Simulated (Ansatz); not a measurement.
# LiNbO3 (R3c): the gap up the ladder of methods, part 2 of 3

Wanted: a ladder of band gaps for LiNbO3 (R3c), from density functionals to G0W0.

Ansatz 0.2.0; density functionals, hybrids and G0W0, plane waves, PAW. Known limits of the many-body steps: finite bands, screening cutoff and k mesh; no spin-orbit coupling in G0W0.

So far. Step 4 (PBE+SOC on the 6×6×6 mesh): Over mesh and listed points the gap is 3.543 eV, from k = (-0.150, -0.150, -0.150) to k = (-0.381, 0.000, -0.619). The least direct gap found is 3.595 eV, at k = Γ. On the 6×6×6 mesh alone the same run gives 3.571 eV, so that mesh misses an edge of PBE+SOC: 3.571 − 3.543 = +0.028 eV. The pressure in this cell is 5 GPa; the cell is kept.

In doubt: masses and optical values from hybrid runs of this build are listed as unsure (step 10), which bears on the screening that GW takes from such a start.

## 6. HSE06 on the 4×4×4 mesh

HSE06 mixes in a quarter of exact exchange at short range.

This step: DFT, HSE06, plane waves, PAW.

File input.yaml:

```yaml
crystal:
  lattice:
    - [2.5758, 1.4871388234, 4.623]
    - [-2.5758, 1.4871388234, 4.623]
    - [0.0, -2.9742776468, 4.623]
  atoms:
    - { symbol: Li, position: [0.2815, 0.2815, 0.2815] }
    - { symbol: Li, position: [0.7815, 0.7815, 0.7815] }
    - { symbol: Nb, position: [5.5e-05, 5.5e-05, 5.5e-05] }
    - { symbol: Nb, position: [0.500055, 0.500055, 0.500055] }
    - { symbol: O, position: [0.11231, 0.35836, 0.71959] }
    - { symbol: O, position: [0.71959, 0.11231, 0.35836] }
    - { symbol: O, position: [0.35836, 0.71959, 0.11231] }
    - { symbol: O, position: [0.21959, 0.85836, 0.61231] }
    - { symbol: O, position: [0.85836, 0.61231, 0.21959] }
    - { symbol: O, position: [0.61231, 0.21959, 0.85836] }
kpoints:
  mp_grid: { grid: [4, 4, 4] }
  band_path:
    path:
      - [0.0, 0.0, 0.0]
      - [-0.5, -0.5, -0.5]
      - [-0.5, -0.23565315, -0.76434685]
      - [-0.23565315, 0.23565315, -0.5]
      - [0.0, 0.0, -0.5]
      - [0.0, 0.36782657, -0.36782657]
      - [-0.36782657, 0.0, -0.63217343]
      - [-0.5, 0.0, -0.5]
      - [-0.15, -0.15, -0.15]
      - [-0.381043913, 0.0, -0.618956087]
    npoints: 1
hamiltonian:
  xc: hse06
scf:
  occupations: { method: fixed }
  n_extra_bands: 7
output:
  eigenvalues: true
```

Started as:

```
> ansatz run input.yaml --threads 3 --pin off --max-ram 92160MiB --backend cuda --events-out ev --progress --plain --runs-dir out --devices 1 --max-vram 13GiB
```

Numbers of over 12 decimals in the logs are rounded to 6 here.

What it wrote:

```text
[...]
GPUs: using 1 of 1 available (devices: 1).
[...]
davidson cushion auto → on  (no smearing: the cushion is to keep the highest requested band from converging to the state above it; pin scf.eigensolver.cushion to override)
[...]
GPU FFT provider: cuFFT
GPU libraries: cuBLAS 13.8.2, cuFFT 12.4.0, cuSOLVER 12.3.4
Crystal: 10 atoms, lattice volume = 106.252 Å³
Basis set: ecut = 420 eV, 2091 PW (Γ)
[...]
Fermi energy:    6.150134 eV
[...]
--- Band table (eV; the first three rows and the last of 13) ---
  k-point 0: bands = [... 30 lower, 5.4169, 5.6091, 6.1501, 6.1501, 11.2162, 11.2162, 11.7193, 12.9421, ... 3 higher]
  k-point 1: bands = [... 30 lower, 5.6381, 5.7099, 5.9358, 6.0631, 11.2699, 11.3944, 11.8736, 12.6640, ... 3 higher]
  k-point 2: bands = [... 30 lower, 5.8314, 5.8314, 5.9053, 5.9053, 11.5521, 11.5521, 12.4525, 12.4525, ... 3 higher]
  k-point 12: bands = [... 30 lower, 5.8040, 5.8040, 5.8040, 5.8040, 12.3865, 12.3865, 12.5927, 12.5927, ... 3 higher]
[key lines of the parts left out:]
Free energy (F): -12932.597974 eV
```

Elapsed: 37 s, on 1 × NVIDIA H100 80GB HBM3 (shared by 6 runs) with 3 threads of AMD EPYC 7R13 (Zen 3), shared host; peak memory 1.4 GiB; 65 s of CPU time.

Numbers from this step:

```yaml
gap: 5.031 eV
valence_top_at: k = (-0.150, -0.150, -0.150)
conduction_bottom_at: k = (-0.381, 0.000, -0.619)
least_direct_gap: 5.066 eV
exact_exchange_fraction: 0.25
```

Over mesh and listed points the gap is 5.031 eV, from k = (-0.150, -0.150, -0.150) to k = (-0.381, 0.000, -0.619). The least direct gap found is 5.066 eV, at k = Γ. On the 4×4×4 mesh alone the same run gives 5.066 eV, so that mesh misses an edge of HSE06: 5.066 − 5.031 = +0.035 eV. HSE06 against PBE: 5.031 − 3.584 = +1.447 eV. The runs also differ in mesh (6×6×6 and 4×4×4), so how much of this comes from the functional alone is not known.

## 7. PBE0 on the 4×4×4 mesh

PBE0 mixes in a quarter of exact exchange at all distances.

This step: DFT, PBE0, plane waves, PAW.

Edit input.yaml of step 6 so:

```diff
@@ -32,3 +32,3 @@
 hamiltonian:
-  xc: hse06
+  xc: pbe0
 scf:
```

What it wrote:

```text
[...]
GPUs: using 1 of 1 available (devices: 1).
[...]
GPU FFT provider: cuFFT
GPU libraries: cuBLAS 13.8.2, cuFFT 12.4.0, cuSOLVER 12.3.4
Crystal: 10 atoms, lattice volume = 106.252 Å³
Basis set: ecut = 420 eV, 2091 PW (Γ)
Bands: 41, of which v1, the nominal top of the filled ones, is band 34 counted from 1 (33 counted from 0)
Symmetry: 6 space group operations
[...]
k-points: 13 of 64 (time reversal used)
[...]
Fermi energy:    5.758126 eV
[...]
--- Band table (eV; the first three rows and the last of 13) ---
  k-point 0: bands = [... 30 lower, 5.0191, 5.2105, 5.7581, 5.7581, 11.5842, 11.5842, 12.0919, 13.3264, ... 3 higher]
  k-point 1: bands = [... 30 lower, 5.2487, 5.3145, 5.5387, 5.6687, 11.6376, 11.7643, 12.2491, 13.0490, ... 3 higher]
  k-point 2: bands = [... 30 lower, 5.4368, 5.4368, 5.5116, 5.5116, 11.9253, 11.9253, 12.8354, 12.8354, ... 3 higher]
  k-point 12: bands = [... 30 lower, 5.4097, 5.4097, 5.4097, 5.4097, 12.7664, 12.7664, 12.9794, 12.9794, ... 3 higher]
[key lines of the parts left out:]
Free energy (F): -12932.529231 eV
```

It took 30 s on 1 × NVIDIA H100 80GB HBM3 (shared by 6 runs) with 3 threads; peak memory 1.4 GiB.

Numbers from this step:

```yaml
gap: 5.789 eV
valence_top_at: k = (-0.150, -0.150, -0.150)
conduction_bottom_at: k = (-0.381, 0.000, -0.619)
least_direct_gap: 5.826 eV
exact_exchange_fraction: 0.25
```

Over mesh and listed points the gap is 5.789 eV, from k = (-0.150, -0.150, -0.150) to k = (-0.381, 0.000, -0.619). The least direct gap found is 5.826 eV, at k = Γ. On the 4×4×4 mesh alone the same run gives 5.825 eV, so that mesh misses an edge of PBE0: 5.825 − 5.789 = +0.036 eV. PBE0 against HSE06: 5.789 − 5.031 = +0.758 eV, with the same mesh, files and cutoff, and both edges at the same k points.

## 8. DDH-PBE0 on the 4×4×4 mesh

The input asks for a share of exact exchange of one over the crystal's ε∞, which the program works out first.

This step: DFT, dielectric-dependent PBE0 (fraction 1/eps_inf of PBE), plane waves, PAW.

Edit input.yaml of step 7 so:

```diff
@@ -16,2 +16,3 @@
     - { symbol: O, position: [0.61231, 0.21959, 0.85836] }
+  host: atoms
 kpoints:
@@ -32,3 +33,6 @@
 hamiltonian:
-  xc: pbe0
+  xc:
+    exchange: pbe
+    correlation: pbe
+    exx: { coeff: inverse_dielectric }
 scf:
@@ -38 +42,5 @@
   eigenvalues: true
+  write_density: true
+  write_potential: true
+  elf: true
+  volumetric_format: npy
```

What it wrote:

```text
[...]
the fraction of exact exchange is that of a crystal of Li2Nb2O6
GPUs: using 1 of 1 available (devices: 1).
[...]
a weight of exact exchange comes from the crystal, and the text's number only plans the run
Solving k-mesh 4×4×4 for the fraction of exact exchange
[...]
Fermi energy:    6.130545 eV
[...]
--- Band table (eV; the first three rows and the last of 13) ---
  k-point 0: bands = [... 30 lower, 5.4033, 5.5986, 6.1305, 6.1305, 11.3997, 11.3997, 11.8995, 13.1073, ... 3 higher]
  k-point 1: bands = [... 30 lower, 5.6318, 5.6967, 5.9151, 6.0442, 11.4523, 11.5766, 12.0515, 12.8312, ... 3 higher]
  k-point 2: bands = [... 30 lower, 5.8170, 5.8170, 5.8914, 5.8914, 11.7336, 11.7336, 12.6249, 12.6249, ... 3 higher]
  k-point 12: bands = [... 30 lower, 5.7908, 5.7908, 5.7908, 5.7908, 12.5535, 12.5535, 12.7634, 12.7634, ... 3 higher]
[key lines of the parts left out:]
Free energy (F): -12931.708632 eV
```

It took 41 s on 1 × NVIDIA H100 80GB HBM3 (shared by 6 runs) with 3 threads; peak memory 1.6 GiB; 78 s of CPU time.

Numbers from this step:

| Property | Result |
| --- | --- |
| gap | 5.233 eV |
| valence top at | k = (-0.150, -0.150, -0.150) |
| conduction bottom at | k = (-0.381, 0.000, -0.619) |
| least direct gap | 5.269 eV |
| exact-exchange fraction | 0.1890 |

Over mesh and listed points the gap is 5.233 eV, from k = (-0.150, -0.150, -0.150) to k = (-0.381, 0.000, -0.619). The least direct gap found is 5.269 eV, at k = Γ. On the 4×4×4 mesh alone the same run gives 5.268 eV, so that mesh misses an edge of DDH-PBE0: 5.268 − 5.233 = +0.035 eV. DDH-PBE0 against PBE0: 5.233 − 5.789 = −0.556 eV, with the same mesh, files and cutoff, and both edges at the same k points.

## 9. G0W0@PBE, 4×4×4 mesh, 488 empty bands, screening to 160 eV

G0W0 replaces the xc potential by a self-energy built once from the orbitals of the start. Levels are corrected in the window of bands that the input names, at points of the mesh.

This step: G0W0 on PBE, plane waves, PAW.

File input.yaml:

```yaml
crystal:
  lattice:
    - [2.5758, 1.4871388234, 4.623]
    - [-2.5758, 1.4871388234, 4.623]
    - [0.0, -2.9742776468, 4.623]
  atoms:
    - { symbol: Li, position: [0.2815, 0.2815, 0.2815] }
    - { symbol: Li, position: [0.7815, 0.7815, 0.7815] }
    - { symbol: Nb, position: [5.5e-05, 5.5e-05, 5.5e-05] }
    - { symbol: Nb, position: [0.500055, 0.500055, 0.500055] }
    - { symbol: O, position: [0.11231, 0.35836, 0.71959] }
    - { symbol: O, position: [0.71959, 0.11231, 0.35836] }
    - { symbol: O, position: [0.35836, 0.71959, 0.11231] }
    - { symbol: O, position: [0.21959, 0.85836, 0.61231] }
    - { symbol: O, position: [0.85836, 0.61231, 0.21959] }
    - { symbol: O, position: [0.61231, 0.21959, 0.85836] }
kpoints:
  mp_grid: { grid: [4, 4, 4] }
hamiltonian:
  xc: pbe
scf:
  occupations: { method: fixed }
gw:
  n_empty_bands: 488
  ecut_chi: 160.0
  qp_bands: [v3, c3]
  qp_kpoints: band_edges
  screening: { model: contour_deformation }
```

What it wrote:

```text
GPUs: using 1 of 1 available (devices: 1).
[...]
GPU FFT provider: cuFFT
GPU libraries: cuBLAS 13.8.2, cuFFT 12.4.0, cuSOLVER 12.3.4
Crystal: 10 atoms, lattice volume = 106.252 Å³
Basis set: ecut = 420 eV, 2091 PW (Γ)
Bands: 44, of which v1, the nominal top of the filled ones, is band 34 counted from 1 (33 counted from 0)
Symmetry: 6 space group operations
[...]
k-points: 13 of 64 (time reversal used)
[...]
1    33      7.0526   -25.4514     4.5215   -20.2970  0.7284     6.4124     6.4197  root
[...]
12    34      6.9416   -25.5534     4.5406   -20.3749  0.7282     6.2962     6.3038  root
    12    35     11.9260   -13.8540    -5.3842   -20.2079  0.7579    12.9121    12.8956  root
    12    36     11.9260   -13.8540    -5.3842   -20.2079  0.7579    12.9121    12.8956  root
    12    37     12.1249   -14.7294    -5.3309   -21.0995  0.7516    13.1840    13.1641  root
[key lines of the parts left out:]
SCF converged after 6 iterations
Free energy (F): -12929.442647 eV
Fermi energy:    7.252951 eV
```

Wall time 73 s (1 × NVIDIA H100 80GB HBM3 (shared by 6 runs) with 3 threads); peak memory 1.8 GiB.

This step gave:

```yaml
bands_summed: 522
rpa_eps_infinity_on_this_mesh_eigenvalues: 4.942, 5.151, 5.151
plane_waves_in_the_screening_matrix: 495
g0w0_gap_over_the_corrected_points: 5.163 eV
k_of_the_valence_top: 0, 0, 0
k_of_the_conduction_bottom: 0, 0.25, -0.5
starting_gap_on_the_mesh: 3.618 eV
z_at_the_valence_top: 0.7306
z_at_the_conduction_bottom: 0.7752
least_direct_g0w0_gap_over_the_corrected_points: 5.165 eV
```

Over all 13 irreducible mesh points the G0W0 gap is 5.163 eV, from k = Γ to k = (0.000, 0.250, -0.500). The PBE gap of this run on the mesh is 3.618 eV. The two states that bound the G0W0 gap lie that far apart at the start, so the correction of the gap is 5.163 − 3.618 = +1.545 eV.

## 10. G0W0@HSE06, 4×4×4 mesh, 226 empty bands, screening to 96 eV

This step: G0W0 on HSE06, plane waves, PAW.

Edit input.yaml of step 9 so:

```diff
@@ -19,3 +19,3 @@
 hamiltonian:
-  xc: pbe
+  xc: hse06
 scf:
@@ -23,4 +23,4 @@
 gw:
-  n_empty_bands: 488
-  ecut_chi: 160.0
+  n_empty_bands: 226
+  ecut_chi: 96
   qp_bands: [v3, c3]
```

What it wrote:

```text
GPUs: using 1 of 1 available (devices: 1).
[...]
GPU FFT provider: cuFFT
GPU libraries: cuBLAS 13.8.2, cuFFT 12.4.0, cuSOLVER 12.3.4
Crystal: 10 atoms, lattice volume = 106.252 Å³
Basis set: ecut = 420 eV, 2091 PW (Γ)
Bands: 44, of which v1, the nominal top of the filled ones, is band 34 counted from 1 (33 counted from 0)
Symmetry: 6 space group operations
[...]
k-points: 13 of 64 (time reversal used)
[...]
1    32      5.7099   -25.7420     4.3166   -21.6934  0.7744     5.9771     5.9779  root
     1    33      5.9357   -25.5095     4.3256   -21.4495  0.7731     6.2005     6.2013  root
[...]
12    34      5.8039   -25.6058     4.3418   -21.5299  0.7729     6.0691     6.0699  root
    12    35     12.3864   -13.3911    -4.8593   -19.0807  0.7978    13.2243    13.2167  root
    12    36     12.3864   -13.3911    -4.8593   -19.0807  0.7978    13.2243    13.2167  root
    12    37     12.5927   -14.2560    -4.7959   -19.9797  0.7932    13.5303    13.5204  root
[key lines of the parts left out:]
Free energy (F): -12932.597973 eV
Fermi energy:    6.150071 eV
```

The job ended after 95 s (1 × NVIDIA H100 80GB HBM3 (shared by 6 runs) with 3 threads; peak memory 1.8 GiB; 2.1 min of CPU time).

Numbers from this step:

```
bands summed                                    : 260
RPA ε∞ on this mesh (eigenvalues)               : 3.908, 4.093, 4.093
plane waves in the screening matrix             : 211
G0W0 gap over the corrected points              : 5.605 eV
k of the valence top                            : 0, 0, 0
k of the conduction bottom                      : 0, 0.25, -0.5
starting gap on the mesh                        : 5.066 eV
Z at the valence top                            : 0.7748
Z at the conduction bottom                      : 0.8114
least direct G0W0 gap over the corrected points : 5.612 eV
```

Over all 13 irreducible mesh points the G0W0 gap is 5.605 eV, from k = Γ to k = (0.000, 0.250, -0.500). The HSE06 gap of this run on the mesh is 5.066 eV. The two states that bound the G0W0 gap lie that far apart at the start, so the correction of the gap is 5.605 − 5.066 = +0.539 eV. G0W0@HSE06 against G0W0@PBE with 260 bands (a further run, in the table below): 5.605 − 5.132 = +0.473 eV, with the same mesh, files and cutoffs, and both edges at the same k points.

## 11. G0W0@LDA, 4×4×4 mesh, 226 empty bands, screening to 96 eV

This step: G0W0 on LDA, plane waves, PAW.

Edit input.yaml of step 10 so:

```diff
@@ -19,3 +19,3 @@
 hamiltonian:
-  xc: hse06
+  xc: lda
 scf:
```

What it wrote:

```text
GPUs: using 1 of 1 available (devices: 1).
[...]
GPU FFT provider: cuFFT
GPU libraries: cuBLAS 13.8.2, cuFFT 12.4.0, cuSOLVER 12.3.4
Crystal: 10 atoms, lattice volume = 106.252 Å³
Basis set: ecut = 420 eV, 2091 PW (Γ)
Bands: 44, of which v1, the nominal top of the filled ones, is band 34 counted from 1 (33 counted from 0)
Symmetry: 6 space group operations
[...]
k-points: 13 of 64 (time reversal used)
[...]
1    33      6.6797   -25.3430     4.6705   -20.4156  0.7330     6.4217     6.4228  root
[...]
12    34      6.5691   -25.4553     4.6955   -20.4990  0.7328     6.3071     6.3083  root
    12    35     11.5128   -13.7543    -5.2354   -20.4056  0.7617    12.9659    12.9287  root
    12    36     11.5128   -13.7543    -5.2354   -20.4056  0.7617    12.9659    12.9287  root
    12    37     11.7282   -14.6766    -5.1651   -21.3255  0.7552    13.2560    13.2120  root
[key lines of the parts left out:]
SCF converged after 7 iterations
Free energy (F): -12631.360251 eV
Fermi energy:    6.885322 eV
```

It took 20 s on 1 × NVIDIA H100 80GB HBM3 (shared by 6 runs) with 3 threads; peak memory 1.3 GiB.

This step gave:

```yaml
bands_summed: 260
rpa_eps_infinity_on_this_mesh_eigenvalues: 5.115, 5.335, 5.335
plane_waves_in_the_screening_matrix: 211
g0w0_gap_over_the_corrected_points: 5.194 eV
k_of_the_valence_top: 0, 0, 0
k_of_the_conduction_bottom: 0, 0.25, -0.5
starting_gap_on_the_mesh: 3.558 eV
z_at_the_valence_top: 0.7353
z_at_the_conduction_bottom: 0.7785
least_direct_g0w0_gap_over_the_corrected_points: 5.196 eV
```

Over all 13 irreducible mesh points the G0W0 gap is 5.194 eV, from k = Γ to k = (0.000, 0.250, -0.500). The LDA gap of this run on the mesh is 3.558 eV. Other states bound it: the two that bound the G0W0 gap lie 3.562 eV apart in LDA, so state for state the correction is 5.194 − 3.562 = +1.632 eV, while gap against gap it is 5.194 − 3.558 = +1.636 eV. G0W0@LDA against G0W0@HSE06 with 260 bands: 5.194 − 5.605 = −0.411 eV, with the same mesh, files and cutoffs, and both edges at the same k points.

(Part 2 of 3 ends here.)

[Paths, hosts, dates, memory and timing lines, banners, echoed tables and standing remarks are left out of the program output.]

[Logs are printed without paths, hosts, clocks, repeated set-up lines and the standing remarks that a program may print on its own settings, such as how far it seeks lower states.]

[Runs of the session that timed out or met a known fault of the program may be left out.]

[Cells called generated may have been cut or substituted from an entry of the Crystallography Open Database or the Materials Project.]

[Hosts, paths, dates, database ids (printed as entryN), source tags and the programs' standing remarks are cut or masked in the printed files.]

[Where an RPA ε∞ is given, it is that of the G0W0 mesh and is not shown converged in it. Names of k-points follow the symmetry that the program found, which can be lower than the space group named. Band edges on a path are those of the sampled points; other points can move an edge, and change direct to indirect where valleys lie close.]

[Hybrid gaps are those of their k-mesh and are not shown converged in it.]
